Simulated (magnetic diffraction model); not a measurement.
**CuNiS2: the ordered moment from one line**

Space group P-42m (no. 111), a = 5.0930 Å, c = 5.2970 Å.

| site | atom | x | y | z |
| --- | --- | --- | --- | --- |
| 1c | Cu | 0 | 0 | 1/2 |
| 1a | Cu | 0 | 0 | 0 |
| 2e | Ni | 0 | 1/2 | 0 |
| 4n | S | 0.2607 | 0.7393 | 0.2455 |

This is a made-up structure (elements placed in a structure type, unrelaxed), so the numbers test the method and describe no known phase.

Only Cu and Ni are taken to order (form factors of Cu2+ and Ni2+); orders and moment sizes are assumed, and not adapted to the symmetry. Radiation: neutrons of λ = 4.2 Å, 5° to 100°; isotropic B of 0.2 Å² (Cu), 0.15 Å² (Ni) and 0.23 Å² (S). Simulated constant-wavelength pattern: nuclear and magnetic terms add, the magnetic one as |2.695 fm × Σ f S⊥ exp(2πi Q·r) exp(−B s²)|², summed over all Q at one angle with the factor 1/(sin²θ cos θ). For collinear order S is the moment m, which repeats by lattice and centring translations R with the sign exp(−2πi k·R). Free-ion form factors, Sears's scattering lengths of 1992, no absorption; a label names one of the reflections at its angle. The strongest nuclear line in the range is 100, and lines under 0.2 are left out.

In a first state the assumed order is k = (1/2 1/2 1/2), collinear moments along [101], 0.77 μB on Cu and 1.61 μB on Ni; signs + at (0, 0, 1/2), − at (0, 0, 0), + at (0, 1/2, 0), − at (1/2, 0, 0), with this pattern:

```csv
2θ (°),index,nuclear,magnetic
41.29,(1/2 1/2 1/2),0.0,18.2
46.71,(0 0 1),48.7,0.0
48.70,(1 0 0),44.6,0.0
71.34,(1 1 0),3.0,0.0
82.95,(1/2 1/2 3/2),0.0,2.6
85.91,(3/2 1/2 1/2),0.0,8.1
89.68,(1 1 1),100.0,0.0
```

**Question.** Nearer the ordering temperature the line at 41.29° has total intensity 4.6 on the same scale, and all moments have shrunk alike. How large is the Cu moment?

The nuclear part, 0.0, stays, so the magnetic part is 4.6 against 18.2. It goes as m², so m = 0.77 × √(4.6/18.2) = 0.39 μB; the value used was 0.39 μB.

[Logs are printed without paths, hosts, clocks, repeated set-up lines and the standing remarks that a program may print on its own settings, such as how far it seeks lower states.]
